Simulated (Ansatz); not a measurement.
# BaBeBr2F2: complex band structure

Wanted: the relaxed cell of BaBeBr2F2, its band edges and its decay constants. It is built by putting Be for part of the Ba in the BaBrF structure of space group P4/nmm, with the volume rescaled by atomic radii. The parent structure comes from the Materials Project.

Calculated with Ansatz 0.2.0; PBE DFT, plane waves, PAW files, in the first sound run; inputs show where later runs differ.

The structure was built from a prototype and need not be the compound's stable phase.

## 1. The structure

It takes space group P4mm (No. 99, tetragonal). Conventional cell: a = 4.098 Å, b = 4.098 Å, c = 6.766 Å, α = 90.00°, β = 90.00°, γ = 90.00°. Nearest to Be lie 4 F at 2.42 Å. Nearest to Ba lie 4 F at 2.42 Å and 6 Br at 3.09 to 3.67 Å. Nearest to Br lie 4 Be at 3.09 Å and 2 Ba at 3.10 to 3.67 Å and 4 F at 3.13 Å. Nearest to Br lie 4 Ba at 3.09 Å and 1 Be at 3.10 Å and 4 F at 3.13 Å. Nearest to F lie 2 Ba at 2.42 Å and 2 Be at 2.42 Å. It derives from BaBrF. Be for part of the Ba in the BaBrF structure of space group P4/nmm. Farther neighbours and most contacts between anions are not listed.

## 2. Cell and atoms at rest

The substituted atoms don't fit the parent's cell, so cell and atoms relax together. A small smearing keeps the run stable in case the gap closes on the way.

File input.yaml:

```yaml
crystal:
  lattice:
    - [4.0981138333, 0.0, 0.0]
    - [0.0, 4.0981138333, 0.0]
    - [0.0, 0.0, 6.7659679475]
  atoms:
    - { symbol: Be, position: [0.0, 0.5, 0.8083826] }
    - { symbol: Ba, position: [0.5, 0.0, 0.1916174] }
    - { symbol: Br, position: [0.5, 0.0, 0.64960908] }
    - { symbol: Br, position: [0.0, 0.5, 0.35039092] }
    - { symbol: F, position: [0.5, 0.5, 0.0] }
    - { symbol: F, position: [0.0, 0.0, 0.0] }
kpoints:
  mp_grid: { grid: [6, 6, 4] }
scf:
  occupations: { method: gaussian, width: 0.03 }
hamiltonian:
  xc: pbe
output:
  forces: true
  stress: true
relax:
  f_tol: 0.02
  max_steps: 60
  cell: {}
```

Launch:

```sh
$ ansatz run input.yaml --threads 2 --pin off --max-ram 4096MiB --backend cpu --events-out ev --progress --plain --runs-dir out
```

Numbers of over 12 decimals in the logs are rounded to 6 here.

Output:

```text
Engine: ansatz 0.2.0, x86_64-unknown-linux-gnu
Pseudopotentials: kind: paw
Pseudopotential: Be, paw, valence charge 2, recommended cutoff 420 eV (normal), Be.paw.azcp
Pseudopotential: Ba, paw, valence charge 10, recommended cutoff 420 eV (normal), Ba.paw.azcp
Pseudopotential: Br, paw, valence charge 7, recommended cutoff 420 eV (normal), Br.paw.azcp
Pseudopotential: F, paw, valence charge 7, recommended cutoff 420 eV (normal), F.paw.azcp
Functional definition: PBE
  parameter kappa = 0.804
  parameter beta = 0.066725
  exchange = pbe_x(kappa = kappa, mu = beta*pi^2/3)
  correlation = pbe_c(beta = beta)
Crystal: 6 atoms, lattice volume = 113.631 Å³
Basis set: ecut = 420 eV, 2239 PW (Γ), exchange–correlation on 60×60×96 points (8 copies of the dense FFT grid, shifted against one another)
Bands: 26, of which v1, the nominal top of the filled ones, is band 20 counted from 1 (19 counted from 0)
Symmetry: 8 space group operations
Space group: P4mm (ITA 99), of the structure as read, at distance tolerance 4.8e-5 Å
k-points: 30 of 144 (time reversal used)
Non-local potential: Be, projectors of the file, l = 0: 2, l = 1: 2, l = 2: 1
Non-local potential: Ba, projectors of the file, l = 0: 3, l = 1: 2, l = 2: 2, l = 3: 2
Non-local potential: Br, projectors of the file, l = 0: 2, l = 1: 2, l = 2: 2
Non-local potential: F, projectors of the file, l = 0: 2, l = 1: 2, l = 2: 1
PAW form: soft (Blöchl's): semilocal exchange-correlation on the pseudo side does not see the compensation charge
PAW one-centre angular grid: Be, 110 points (default); XC on 64 Gauss nodes
PAW one-centre angular grid: Ba, 194 points (default); XC on 64 Gauss nodes
PAW one-centre angular grid: Br, 110 points (default); XC on 64 Gauss nodes
PAW one-centre angular grid: F, 110 points (default); XC on 64 Gauss nodes
Initial density: superposition of atomic densities (neutral atoms: chi_scale 0, normalization atom), corrected by the library's trained network
Initial wavefunctions: pseudopotential atomic-orbital guess
Functional: x = pbe(κ = 0.804, μ = 0.219515), c = pbe(β = 0.066725)
SCF iter   1: F=—  HF=-13229.635294 eV  |F-HF|=—  |Δ(HF+E_count)|=         —  Δρ=3.44e-3  dr2=1.58e-2  ethr=1.77e-3  ⟨swp⟩=7.3  Hψ=4446  notcnv=0  defer=10
preconditioner: auto → Resta (q_TF=auto, 2.293 Å⁻¹)  ε∞=4.8  [insulator: Δε(μ)=1.311 eV  Ē_g=10.386 eV  σ=0.030 eV  W_gap=1.00  n_scr=20 (ndim 8)  ℏωp=20.3 eV  f_vac=0.000  D(μ)=0.00/eV (n_scr^D=0)  ε∞_Penn≈4.8]
SCF iter   2: F=—  HF=-13229.631695 eV  |F-HF|=—  |Δ(HF+E_count)|=   3.60e-3  Δρ=1.90e-3  dr2=3.26e-3  ethr=3.94e-5  ⟨swp⟩=2.0  Hψ=1505  notcnv=0  defer=51
SCF iter   3: F=—  HF=-13229.631789 eV  |F-HF|=—  |Δ(HF+E_count)|=   9.40e-5  Δρ=9.75e-4  dr2=9.23e-4  ethr=8.16e-6  ⟨swp⟩=2.0  Hψ=1242  notcnv=0  defer=51
SCF iter   4: F=—  HF=-13229.631856 eV  |F-HF|=—  |Δ(HF+E_count)|=   6.69e-5  Δρ=2.78e-4  dr2=1.02e-4  ethr=2.31e-6  ⟨swp⟩=2.1  Hψ=1092  notcnv=0  defer=51
SCF iter   5: F=—  HF=-13229.631878 eV  |F-HF|=—  |Δ(HF+E_count)|=   2.21e-5  Δρ=9.91e-5  dr2=1.06e-5  ethr=2.55e-7  ⟨swp⟩=2.0  Hψ=1180  notcnv=0  defer=51
SCF iter   6: F=—  HF=-13229.631714 eV  |F-HF|=—  |Δ(HF+E_count)|=   1.63e-4  Δρ=2.36e-5  dr2=4.85e-7  ethr=2.66e-8  ⟨swp⟩=2.0  Hψ=1091  notcnv=0  defer=51
SCF iter   7: F=-13229.631715 eV  HF=-13229.631715 eV  |F-HF|=1.05e-8  |Δ(HF+E_count)|=   5.29e-7  Δρ=4.04e-6  dr2=2.57e-8  ethr=2.50e-10  ⟨swp⟩=5.0  Hψ=3295  notcnv=0
SCF 1 converged in 7 iterations: F = -13229.631715 eV  dr2 = 2.57e-8
  greatest PAW one-centre occupation: 0.956 electrons in one spin orbital (limit 2), on the Ba atom at site 1 (counted from 0), in its partial waves of l = 0
relax step   1: F+E_penalty+E_count = -13229.63171488 eV  Δ(F+E_penalty+E_count) = +0.000e0 eV  max|allowed force component| = 1.972e0 eV/Å  Δτ_max = 0.0000 Å  P = +6.786 GPa  Ω = 113.631 Å³  (7 SCF iters, dr2 threshold 1.00e-7 eV, accepted)
Crystal: 6 atoms, lattice volume = 119.951 Å³
Basis set: ecut = 420 eV, 2327 PW (Γ), exchange–correlation on 60×60×96 points (8 copies of the dense FFT grid, shifted against one another)
Initial density: handed on by an earlier stage of this run
Initial wavefunctions: those handed on with the density
iter 1 solved again at ethr=5.53e-4 eV; its pass at ethr=3.10e-3 eV (dr2=2.21e-1 eV) is discarded
SCF iter   1: F=—  HF=-13230.547708 eV  |F-HF|=—  |Δ(HF+E_count)|=         —  Δρ=1.80e-2  dr2=2.23e-1  ethr=5.53e-4  ⟨swp⟩=1.4  Hψ=4656  notcnv=0
preconditioner: auto → Resta (q_TF=auto, 2.272 Å⁻¹)  ε∞=4.7  [insulator: Δε(μ)=1.275 eV  Ē_g=10.339 eV  σ=0.030 eV  W_gap=1.00  n_scr=20 (ndim 8)  ℏωp=19.8 eV  f_vac=0.000  D(μ)=0.00/eV (n_scr^D=0)  ε∞_Penn≈4.7]
SCF iter   2: F=—  HF=-13230.483907 eV  |F-HF|=—  |Δ(HF+E_count)|=   6.38e-2  Δρ=8.29e-3  dr2=5.32e-2  ethr=5.53e-4  ⟨swp⟩=2.9  Hψ=1454  notcnv=0
SCF iter   3: F=—  HF=-13230.468531 eV  |F-HF|=—  |Δ(HF+E_count)|=   1.54e-2  Δρ=3.89e-3  dr2=1.11e-2  ethr=1.33e-4  ⟨swp⟩=2.9  Hψ=1630  notcnv=0  defer=8
SCF iter   4: F=—  HF=-13230.465963 eV  |F-HF|=—  |Δ(HF+E_count)|=   2.57e-3  Δρ=9.63e-4  dr2=9.07e-4  ethr=2.76e-5  ⟨swp⟩=2.0  Hψ=1673  notcnv=0  defer=37
SCF iter   5: F=—  HF=-13230.465822 eV  |F-HF|=—  |Δ(HF+E_count)|=   1.41e-4  Δρ=2.12e-4  dr2=5.21e-5  ethr=2.27e-6  ⟨swp⟩=2.1  Hψ=1152  notcnv=0  defer=37
SCF iter   6: F=—  HF=-13230.465651 eV  |F-HF|=—  |Δ(HF+E_count)|=   1.71e-4  Δρ=5.22e-5  dr2=3.12e-6  ethr=1.30e-7  ⟨swp⟩=2.6  Hψ=1465  notcnv=0  defer=37
SCF iter   7: F=-13230.465653 eV  HF=-13230.465653 eV  |F-HF|=1.19e-7  |Δ(HF+E_count)|=   1.86e-6  Δρ=9.51e-6  dr2=1.44e-7  ethr=1.50e-9  ⟨swp⟩=5.2  Hψ=3245  notcnv=0
SCF 2 converged in 7 iterations: F = -13230.465653 eV  dr2 = 1.44e-7
  greatest PAW one-centre occupation: 0.955 electrons in one spin orbital (limit 2), on the Ba atom at site 1 (counted from 0), in its partial waves of l = 0
relax step   2: F+E_penalty+E_count = -13230.46565281 eV  Δ(F+E_penalty+E_count) = -8.339e-1 eV  max|allowed force component| = 6.049e-1 eV/Å  Δτ_max = 0.1952 Å  P = +0.188 GPa  Ω = 119.951 Å³  energy of the carried Pulay correction = -8.341e-3 eV  (7 SCF iters, dr2 threshold 6.00e-7 eV, accepted)
Crystal: 6 atoms, lattice volume = 121.102 Å³
Basis set: ecut = 420 eV, 2375 PW (Γ), exchange–correlation on 60×60×96 points (8 copies of the dense FFT grid, shifted against one another)
iter 1 solved again at ethr=4.49e-5 eV; its pass at ethr=3.10e-3 eV (dr2=1.79e-2 eV) is discarded
SCF iter   1: F=—  HF=-13230.592723 eV  |F-HF|=—  |Δ(HF+E_count)|=         —  Δρ=4.57e-3  dr2=1.87e-2  ethr=4.49e-5  ⟨swp⟩=2.5  Hψ=5314  notcnv=0
[...]
relax step  15: F+E_penalty+E_count = -13231.16975437 eV  Δ(F+E_penalty+E_count) = -4.215e-4 eV  max|allowed force component| = 9.130e-2 eV/Å  Δτ_max = 0.0376 Å  P = +0.051 GPa  Ω = 123.766 Å³  energy of the carried Pulay correction = -9.011e-3 eV  (7 SCF iters, dr2 threshold 6.00e-7 eV, accepted)
relax step  16: F+E_penalty+E_count = -13231.17060072 eV  Δ(F+E_penalty+E_count) = -8.464e-4 eV  max|allowed force component| = 6.513e-2 eV/Å  Δτ_max = 0.0109 Å  P = +0.109 GPa  Ω = 123.588 Å³  energy of the carried Pulay correction = -8.679e-3 eV  (5 SCF iters, dr2 threshold 5.21e-7 eV, accepted)
relax step  17: F+E_penalty+E_count = -13231.17078337 eV  Δ(F+E_penalty+E_count) = -1.826e-4 eV  max|allowed force component| = 1.262e-2 eV/Å  Δτ_max = 0.0028 Å  P = +0.062 GPa  Ω = 123.696 Å³  energy of the carried Pulay correction = -8.872e-3 eV  (5 SCF iters, dr2 threshold 2.65e-7 eV, accepted)
relax step  18: F+E_penalty+E_count = -13231.17056677 eV  Δ(F+E_penalty+E_count) = +2.166e-4 eV  max|allowed force component| = 1.855e-2 eV/Å  Δτ_max = 0.0026 Å  P = +0.032 GPa  Ω = 123.807 Å³  energy of the carried Pulay correction = -9.082e-3 eV  (6 SCF iters, dr2 threshold 1.24e-8 eV, accepted)
relax step  19: F+E_penalty+E_count = -13231.20426912 eV  Δ(F+E_penalty+E_count) = -3.370e-2 eV  max|allowed force component| = 1.950e-2 eV/Å  Δτ_max = 0.0000 Å  P = +0.323 GPa  Ω = 123.807 Å³  stress off target by 8.93e-1 GPa  SCF on the basis re-selected at this cell (its energy is not comparable with the rows above)  (7 SCF iters)
relax step  20: F+E_penalty+E_count = -13231.21363619 eV  Δ(F+E_penalty+E_count) = -9.367e-3 eV  max|allowed force component| = 5.364e-2 eV/Å  Δτ_max = 0.0471 Å  P = +0.225 GPa  Ω = 125.360 Å³  energy of the carried Pulay correction = -2.103e-3 eV  (7 SCF iters, dr2 threshold 6.00e-7 eV, accepted)
relax step  21: F+E_penalty+E_count = -13231.21385284 eV  Δ(F+E_penalty+E_count) = -2.167e-4 eV  max|allowed force component| = 2.040e-2 eV/Å  Δτ_max = 0.0290 Å  P = +0.060 GPa  Ω = 127.074 Å³  energy of the carried Pulay correction = -4.652e-3 eV  (7 SCF iters, dr2 threshold 2.68e-7 eV, accepted)
relax step  22: F+E_penalty+E_count = -13231.21327150 eV  Δ(F+E_penalty+E_count) = +5.813e-4 eV  max|allowed force component| = 2.104e-3 eV/Å  Δτ_max = 0.0089 Å  P = +0.005 GPa  Ω = 127.570 Å³  energy of the carried Pulay correction = -5.447e-3 eV  (7 SCF iters, dr2 threshold 2.60e-8 eV, accepted)
relax step  23: F+E_penalty+E_count = -13231.22156377 eV  Δ(F+E_penalty+E_count) = -8.292e-3 eV  max|allowed force component| = 2.937e-3 eV/Å  Δτ_max = 0.0000 Å  P = +0.056 GPa  Ω = 127.570 Å³  stress off target by 1.99e-1 GPa  SCF on the basis re-selected at this cell (its energy is not comparable with the rows above)  (7 SCF iters)
relax step  24: F+E_penalty+E_count = -13231.22138441 eV  Δ(F+E_penalty+E_count) = +1.794e-4 eV  max|allowed force component| = 8.185e-3 eV/Å  Δτ_max = 0.0189 Å  P = +0.025 GPa  Ω = 128.530 Å³  energy of the carried Pulay correction = -1.216e-3 eV  (7 SCF iters, dr2 threshold 9.85e-8 eV, accepted)
relax step  25: F+E_penalty+E_count = -13231.22092192 eV  Δ(F+E_penalty+E_count) = +4.625e-4 eV  max|allowed force component| = 2.240e-3 eV/Å  Δτ_max = 0.0072 Å  P = +0.004 GPa  Ω = 128.937 Å³  energy of the carried Pulay correction = -1.753e-3 eV  (9 SCF iters, accepted)
iter 1 solved again at ethr=6.54e-6 eV; its pass at ethr=3.10e-3 eV (dr2=2.61e-3 eV) is discarded
SCF iter   1: F=—  HF=-13231.222816 eV  |F-HF|=—  |Δ(HF+E_count)|=         —  Δρ=8.96e-5  dr2=1.43e-6  ethr=6.54e-6  ⟨swp⟩=3.1  Hψ=6978  notcnv=0
eigensolver tolerance schedule: the retry pair's looser diagonalisation over-reported the residual by 1829.14 of it (diagonalisation noise at an unbounded share of the residual, at the tolerance the schedule requests for it); recorded, not acted on — ethr = c·dr2/N_el stays at c = 1.0e-1
preconditioner: auto → Resta (q_TF=auto, 2.245 Å⁻¹)  ε∞=4.1  [insulator: Δε(μ)=1.410 eV  Ē_g=10.859 eV  σ=0.030 eV  W_gap=1.00  n_scr=26 (ndim 8)  ℏωp=19.1 eV  f_vac=0.037  D(μ)=0.00/eV (n_scr^D=0)  ε∞_Penn≈4.1]
SCF iter   2: F=—  HF=-13231.222841 eV  |F-HF|=—  |Δ(HF+E_count)|=   2.44e-5  Δρ=4.13e-5  dr2=3.96e-7  ethr=3.57e-9  ⟨swp⟩=3.6  Hψ=1726  notcnv=0
SCF iter   3: F=—  HF=-13231.222844 eV  |F-HF|=—  |Δ(HF+E_count)|=   3.51e-6  Δρ=1.74e-5  dr2=4.90e-8  ethr=9.89e-10  ⟨swp⟩=2.4  Hψ=1191  notcnv=0
SCF iter   4: F=—  HF=-13231.222845 eV  |F-HF|=—  |Δ(HF+E_count)|=   6.13e-7  Δρ=1.08e-6  dr2=1.37e-9  ethr=1.23e-10  ⟨swp⟩=2.2  Hψ=1289  notcnv=0
SCF iter   5: F=—  HF=-13231.222845 eV  |F-HF|=—  |Δ(HF+E_count)|=  1.36e-10  Δρ=4.24e-7  dr2=1.93e-10  ethr=3.43e-12  ⟨swp⟩=2.7  Hψ=1212  notcnv=0
SCF iter   6: F=-13231.222845 eV  HF=-13231.222845 eV  |F-HF|=3.64e-12  |Δ(HF+E_count)|=  1.13e-10  Δρ=7.25e-8  dr2=1.21e-11  ethr=1.00e-12  ⟨swp⟩=5.3  Hψ=3081  notcnv=0
SCF 26 converged in 6 iterations: F = -13231.222845 eV  dr2 = 1.21e-11
relax step  26: F+E_penalty+E_count = -13231.22284467 eV  Δ(F+E_penalty+E_count) = -1.923e-3 eV  max|allowed force component| = 2.447e-3 eV/Å  Δτ_max = 0.0000 Å  P = +0.013 GPa  Ω = 128.937 Å³  stress off target by 4.77e-2 GPa  SCF on the basis re-selected at this cell (its energy is not comparable with the rows above)  (6 SCF iters)
basis re-selected at this cell: Δ(F+E_penalty+E_count) = -1.923e-3 eV, ΔP = +0.009 GPa vs the last step (what re-selecting the basis moved, of the pressure what is left beyond the Pulay correction that the steps carried, after the strain that the cell walked since its last selection, with what the two solves' SCF thresholds leave and, on support functions, any second-order correction that the steps lacked; it is no m [...]
SCF converged after 6 iterations
Free energy (F): -13231.222845 eV
Harris-Foulkes:  -13231.222845 eV  (|F-HF|=3.64e-12)
Internal energy: -13231.222845 eV  (E = F + TS)
E sigma→0 (E₀):  -13231.222845 eV
Fermi energy:    5.922699 eV
--- Per-component energies (eV) ---
  E_band       = -160.368179
  E_kinetic    = 864.901825
  E_local      = -2884.655134  (includes V_loc(G=0)·N_el)
  E_nonlocal   = 347.532143
  E_hartree    = 1135.555304
  E_xc         = -875.840003
  E_vxc        = -567.471848  (∫ρ·V_xc dr)
  E_paw        = -10178.925313  (= ΣΔE_a)
  E_vpaw       = -191.789820  (= ΣTr[D̂ρ^β])
  E_aug_tail   = 0.004126  (compensation charges beyond the density's cutoff)
  E_ewald      = -1639.795793
  E_smearing   = -0.000000  (= −TS)
  E_closure    = 0.000000  (closes the sum)
  Σ components = -13231.222845   (vs F -13231.222845, Δ=0.00e0)
--- Forces (eV/Å), atoms counted from 1 ---
  atom   1  Be     0.00000000    -0.00000000     0.00136203
  atom   2  Ba    -0.00000000     0.00000000    -0.00244647
  atom   3  Br     0.00000000    -0.00000000    -0.00048950
  atom   4  Br     0.00000000    -0.00000000     0.00182142
  atom   5  F     -0.00000000     0.00000000    -0.00012329
  atom   6  F     -0.00000000     0.00000000    -0.00012329
  max |Σ_I F_I| component: 8.92e-7 eV/Å
--- Stress (GPa, compression-positive) ---
       -0.003655      -0.000000      -0.000000
       -0.000000      -0.003655      -0.000000
       -0.000000      -0.000000       0.047739
  P = ⅓ Tr σ = 0.0135 GPa (0.135 kbar)
--- Relaxed structure (22 steps of the walk, 22 accepted, 4 SCFs on fresh bases) ---
  F+E_penalty+E_count = -13231.22284467 eV   max|allowed force component| = 2.447e-3 eV/Å   (the final SCF, on the basis selected at the relaxed cell)
  cell:  # Å, volume = 128.9368 Å³
    - [3.748595, 0, 0]
    - [0, 3.748595, 0.0]
    - [0, 0.0, 9.175715]
  atoms:
    - { symbol: Be, position: [0, 0.500000, 0.864139] }
    - { symbol: Ba, position: [0.500000, 0, 0.162707] }
    - { symbol: Br, position: [0.500000, 0, 0.698361] }
    - { symbol: Br, position: [0, 0.500000, 0.350171] }
    - { symbol: F, position: [0.500000, 0.500000, -0.037689] }
    - { symbol: F, position: [0, 0, -0.037689] }
```

The job ended after 37 s (2 threads of AMD EPYC 9R45, shared host; peak memory 0.46 GiB; 72 s of CPU time).

The steps of the relaxation (22 of 26):

```csv
step,energy less that of the first step (eV),largest force component (eV/Å),pressure (GPa),volume (Å³)
1,0.0000,1.9721,6.79,113.63
2,-0.8339,0.6049,0.19,119.95
3,-0.9551,0.2434,-1.00,121.10
5,-1.2122,0.8570,0.32,115.42
6,-1.2827,0.3419,1.24,114.93
7,-1.3164,0.2709,0.58,116.28
8,-1.3273,0.2231,0.27,117.74
9,-1.3291,0.0476,-0.24,118.86
11,-1.3307,0.0031,0.01,118.46
12*,-1.4416,0.0120,1.12,118.46
13,-1.5072,0.0600,0.49,120.55
14,-1.5376,0.0692,0.37,121.71
15,-1.5380,0.0913,0.05,123.77
16,-1.5389,0.0651,0.11,123.59
18,-1.5389,0.0186,0.03,123.81
19*,-1.5726,0.0195,0.32,123.81
20,-1.5819,0.0536,0.23,125.36
21,-1.5821,0.0204,0.06,127.07
22,-1.5816,0.0021,0.00,127.57
24,-1.5897,0.0082,0.02,128.53
25,-1.5892,0.0022,0.00,128.94
26*,-1.5911,0.0024,0.01,128.94
```

Relaxation steps marked * repeat the geometry before them on a plane-wave basis chosen anew for their cell, so energy and pressure can jump there. Other such steps can lie between the rows shown.

The run keeps the 8 symmetry operations that it works with, so distortions that break them were not tested.

```csv
cell as run,before,after,change
a (Å),4.098,3.749,-8.5 %
b (Å),4.098,3.749,-8.5 %
c (Å),6.766,9.176,+35.6 %
volume (Å³/atom),18.94,21.49,+13.5 %
```

The atoms that moved most (Å, as changes of fractional coordinates times the final cell):

| atom | dx | dy | dz | length |
| --- | --- | --- | --- | --- |
| Be1 | 0.000 | 0.000 | 0.512 | 0.512 |
| Br3 | 0.000 | 0.000 | 0.447 | 0.447 |
| F6 | 0.000 | 0.000 | -0.346 | 0.346 |
| F5 | 0.000 | 0.000 | -0.346 | 0.346 |
| Ba2 | 0.000 | 0.000 | -0.265 | 0.265 |

This step gave:

```
free energy  : -13231.2228 eV
Fermi energy : 5.923 eV
pressure     : 0.01348 GPa
```

The largest force component on a free atom ends at 0.0024 eV/Å.

[end of part 1 of 4]

[Logs are printed without paths, hosts, clocks, repeated set-up lines and the standing remarks that a program may print on its own settings, such as how far it seeks lower states.]

[Hosts, paths, dates, database ids (printed as entryN), source tags and the programs' standing remarks are cut or masked in the printed files.]
